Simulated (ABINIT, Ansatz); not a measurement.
# Quasiparticle gap of SrNiF6 (R-3m) in ABINIT, part 3 of 3

Aim: the G0W0 gap of SrNiF6 (R-3m) on LDA, step by step.

ABINIT 10.8.3; LDA and many-body steps on it, plane waves. Known limits of the many-body steps: not at the basis limit; no spin polarisation; d states lean on the start; no spin-orbit coupling; coarse k mesh.

So far. Step 4 (Empty states on the mesh, 2×2×2 mesh, 90 bands): On this mesh the gap is 0.992 eV. Step 5 (Screening, 2×2×2 mesh, 82 bands, screening to 98 eV): Local fields lower ε∞ by 20 %. On a Γ-centred mesh this coarse the value itself is usually too large, while a short band sum pulls it down.

### 6. Self-energy, 2×2×2 mesh, 82 bands, screening to 98 eV

The self-energy is evaluated for the states that the input lists, and the levels follow from it, in one-shot runs by the linearised quasiparticle equation.

This step: G0W0 on LDA, plane waves, norm-conserving pseudopotentials.

run.abi

```
acell 3*1.0 Angstrom
rprim 
  3.536999999979 2.042087902112 2.218666666700
  -3.536999999979 2.042087902112 2.218666666700
  -0.000000000000 -4.084175804224 2.218666666700
ntypat 3
znucl 38 28 9
natom 8
typat 1 2 3 3 3 3 3 3
xred 
  0.500000000000 0.500000000000 0.500000000000
  0.000000000000 0.000000000000 0.000000000000
  0.276000000000 0.916000000000 0.276000000000
  0.276000000000 0.276000000000 0.916000000000
  0.916000000000 0.276000000000 0.276000000000
  0.724000000000 0.084000000000 0.724000000000
  0.084000000000 0.724000000000 0.724000000000
  0.724000000000 0.724000000000 0.084000000000
pp_dirpath "pseudos"
pseudos "Sr.upf, Ni.upf, F.upf"
ecut 45
ngkpt 2 2 2
nshiftk 1
shiftk 0 0 0
kptopt 1
chksymbreak 0
istwfk *1
occopt 1
irdwfk 1
optdriver 4
nband 82
gwcalctyp 0
ecutsigx 45
symsigma 1
nkptgw 2
kptgw 
  0.5000000000 0.5000000000 0.0000000000
  0.0000000000 0.0000000000 0.0000000000
bdgw 
  34 37
  34 37
ecuteps 3.6
irdscr 1
ppmodel 1
indata_prefix "in"
outdata_prefix "out"
tmpdata_prefix "tmp"
```

Command:

```console
> OMP_NUM_THREADS=1 mpirun -n 4 abinit run.abi > log
```

Numbers of over 12 decimals in the logs are rounded to 6 here.

Output:

```text
.Version 10.8.3 of ABINIT. v10.8.2 released Aug 2026.

 Symmetries : space group R-3 m (#166); Bravais hR (rhombohedral)
[... echo of the input left out ...]
== DATASET  1 ==================================================================
-   mpi_nproc: 4, omp_nthreads: 1 (-1 if OMP is not activated)

--- !DatasetInfo
iteration_state: {dtset: 1, }
dimensions: {natom: 8, nkpt: 4, mband: 82, nsppol: 1, nspinor: 1, nspden: 1, mpw: 9384, }
cutoff_energies: {ecut:  45.0, pawecutdg:  -1.0, }
electrons: {nelect:   7.00000000E+01, charge:   0.00000000E+00, occopt:   1.00000000E+00, tsmear:   1.00000000E-02, }

 SIGMA: Calculation of the GW corrections

 Based on a program developped by R.W. Godby, V. Olevano, G. Onida, and L. Reining.
 Incorporated in ABINIT by V. Olevano, G.-M. Rignanese, and M. Torrent.
.Using double precision arithmetic ; gwpc =  8

[... cell and pseudopotentials left out ...]
--------------------------------------------------------------------------------

 ==== K-mesh for the wavefunctions ====
 Number of points in the irreducible wedge :     4
[... list of points left out ...]
 Together with 12 symmetry operations and time-reversal symmetry
 yields     8 points in the full Brillouin Zone.

 ==== Q-mesh for screening function ====
 Number of points in the irreducible wedge :     4
[... list of points left out ...]
 Together with 12 symmetry operations and time-reversal symmetry
 yields     8 points in the full Brillouin Zone.

 vcoul_init : cutoff-mode = AUXILIARY_FUNCTION
 q-points for optical limit:   1
     1)      0.000010    0.000020    0.000030
 setmesh: FFT mesh size selected  =    54x   54x   54
          total number of points  =       157464

 Number of electrons calculated from density =   70.0000; Expected =   70.0000
 average of density, n =  0.107882
 r_s =    1.3031
 omega_plasma =   31.6833 [eV]

 === KS Band Gaps ===
  >>>> For spin  1
   Minimum direct gap =   0.9983 [eV], located at k-point      :   0.5000  0.5000  0.0000
   Fundamental gap    =   0.9920 [eV], Top of valence bands at :   0.5000  0.5000  0.0000
                                       Bottom of conduction at :   0.0000  0.0000  0.0000
 SIGMA fundamental parameters:
 PLASMON POLE MODEL  1
 number of plane-waves for SigmaX                 9349
 number of plane-waves for SigmaC and W            207
 number of plane-waves for wavefunctions          9349
 number of bands                                    82
 number of independent spin polarizations            1
 number of spinorial components                      1
 number of k-points in IBZ                           4
 number of q-points in IBZ                           4
 number of symmetry operations                      12
 number of k-points in BZ                            8
 number of q-points in BZ                            8
 number of frequencies for dSigma/dE                 9
 frequency step for dSigma/dE [eV]                0.25
 number of omega for Sigma on real axis              0
 max omega for Sigma on real axis  [eV]           0.00
 zcut for avoiding poles [eV]                     0.10

 EPSILON^-1 parameters (SCR file):
 dimension of the eps^-1 matrix on file            207
 dimension of the eps^-1 matrix used               207
 number of plane-waves for wavefunctions          9349
 number of bands                                    82
 number of q-points in IBZ                           4
 number of frequencies                               2
 number of real frequencies                          1
 number of imag frequencies                          1

 matrix elements of self-energy operator (all in [eV])

 Perturbative Calculation

--- !SelfEnergy_ee
iteration_state: {dtset: 1, }
kpoint     : [   0.500,    0.500,    0.000, ]
spin       : 1
KS_gap     :    0.998
QP_gap     :    3.590
Delta_QP_KS:    2.592
data: !SigmaeeData |
     Band     E0 <VxcDFT>   SigX SigC(E0)      Z dSigC/dE  Sig(E)    E-E0       E
       34   0.848 -28.619 -36.983   7.827   0.722  -0.384 -29.006  -0.387   0.460
       35   1.426 -27.598 -36.027   7.664   0.738  -0.356 -28.162  -0.565   0.861
       36   2.424 -28.643 -23.759  -2.147   0.741  -0.350 -26.616   2.027   4.451
       37   2.867 -28.851 -23.977  -2.095   0.733  -0.365 -26.815   2.036   4.903

--- !SelfEnergy_ee
iteration_state: {dtset: 1, }
kpoint     : [   0.000,    0.000,    0.000, ]
spin       : 1
KS_gap     :    1.370
QP_gap     :    4.229
Delta_QP_KS:    2.860
data: !SigmaeeData |
     Band     E0 <VxcDFT>   SigX SigC(E0)      Z dSigC/dE  Sig(E)    E-E0       E
       34   0.940 -28.728 -37.262   7.961   0.725  -0.379 -29.144  -0.415   0.525
       35   1.048 -23.481 -31.463   6.892   0.757  -0.321 -24.306  -0.825   0.223
       36   2.418 -28.617 -23.697  -2.174   0.741  -0.350 -26.583   2.035   4.452
       37   2.418 -28.618 -23.697  -2.174   0.741  -0.350 -26.583   2.035   4.452

== END DATASET(S) ==============================================================
================================================================================

 -outvars: echo values of variables after computation  --------
           etotal      0.0000000000E+00
            nband          82
             nkpt           4
          spgroup         166
 [... the other variables as echoed above ...]

 Calculation completed.
```

The job ended after 5.6 s (4 MPI ranks of Arm Neoverse V2, shared host; peak memory 0.93 GiB; 22 s of CPU time).

Numbers from this step:

* G0W0 gap on the points computed: 3.59 eV
* starting gap on the mesh: 0.9919 eV
* k of the valence top: 0.5, 0.5, 0
* k of the conduction bottom: 0.5, 0.5, 0
* Z at the valence top: 0.738
* Z at the conduction bottom: 0.741
* least direct G0W0 gap on the computed points: 3.59 eV

The gap on the mesh goes from 0.99 eV to 3.59 eV, a correction of +2.60 eV.

Limits: finite bands, cutoff and mesh; no spin polarisation; d states lean on the start; no spin-orbit coupling; coarse k mesh. v1 is the top filled band, c1 the lowest empty one. Levels before and after the correction, in eV, zero at the valence-band top of each column:

```
           conduction bottom  valence top
Kohn-Sham               0.99         0.00
     G0W0               3.59         0.00
```

```
                    level  energy (eV)
Kohn-Sham  (0.5 0.5 0) v2       -0.578
Kohn-Sham  (0.5 0.5 0) v1        0.000
Kohn-Sham  (0.5 0.5 0) c1        0.998
Kohn-Sham  (0.5 0.5 0) c2        1.441
     G0W0  (0.5 0.5 0) v2       -0.401
     G0W0  (0.5 0.5 0) v1        0.000
     G0W0  (0.5 0.5 0) c1        3.590
     G0W0  (0.5 0.5 0) c2        4.042
```

### 7. Where the time went

Times are wall times on 4 MPI ranks of Arm Neoverse V2, shared host, good to a factor of about two.

```
                          step   time  share  memory (GiB)
                  ground state   96 s   44 %          0.48
bands along the symmetry lines   72 s   33 %          0.47
      empty states on the mesh   22 s   10 %          0.41
                     screening   21 s   10 %           1.3
                   self-energy  5.6 s    3 %          0.93
```

### 8. Outcome

```json
{
  "LDA gap": "0.99 eV, indirect (only 7 meV under the direct gap)",
  "G0W0 gap on the mesh": "3.59 eV",
  "GW settings": "2×2×2 mesh, 82 bands, screening to 98 eV, Godby-Needs plasmon pole",
  "known limits": "not at the basis limit; no spin polarisation; d states lean on the start; no spin-orbit coupling; coarse k mesh"
}
```

G0W0 moves the gap on the mesh from 0.99 eV to 3.59 eV (+2.60 eV), with Z of 0.74 and 0.74 at the edges. Local fields lower the RPA ε∞ on this mesh from 4.55 to 3.65; a Γ-centred mesh this coarse tends to raise both, most where the direct gap is narrow, while a short band sum lowers them. Only 2 of the mesh's irreducible points were corrected, so a valley elsewhere could overtake. Bands and cutoff are finite, so the gap is not at the basis limit. The miss can reach some tenths of an eV and take either sign; the mesh is an error of its own. In the G0W0 run levels were corrected at 2 k points alone, so a gap called «on the mesh» is the least over those, and an edge elsewhere would be missed. The 2×2×2 mesh is coarse for this cell, which bears on the long-range parts of exchange and screening. The runs have no spin polarisation. For a closed low-spin shell that is the natural state; where a d or f shell is open it is a constraint, and the gap is then not the crystal's own. With d states at the gap, one-shot GW leans hard on its start. The many-body steps are scalar-relativistic: spin-orbit coupling is not in them.

[Paths, hosts, dates, memory and timing lines, banners, echoed tables and standing remarks are left out of the program output.]

[Logs are printed without paths, hosts, clocks, repeated set-up lines and the standing remarks that a program may print on its own settings, such as how far it seeks lower states.]

[Runs of the session that timed out or met a known fault of the program may be left out.]

[Hosts, paths, dates, database ids (printed as entryN), source tags and the programs' standing remarks are cut or masked in the printed files.]

[G0W0 gaps are taken among the corrected bands and points alone; a level outside them can change the order at an edge.]

[Where Ansatz stands beside ABINIT at settings called matched, ABINIT's density can come from a denser mesh and the files from another edition; pairs whose starting gaps differed by over 0.03 eV were left out, so agreement reads better than it is.]
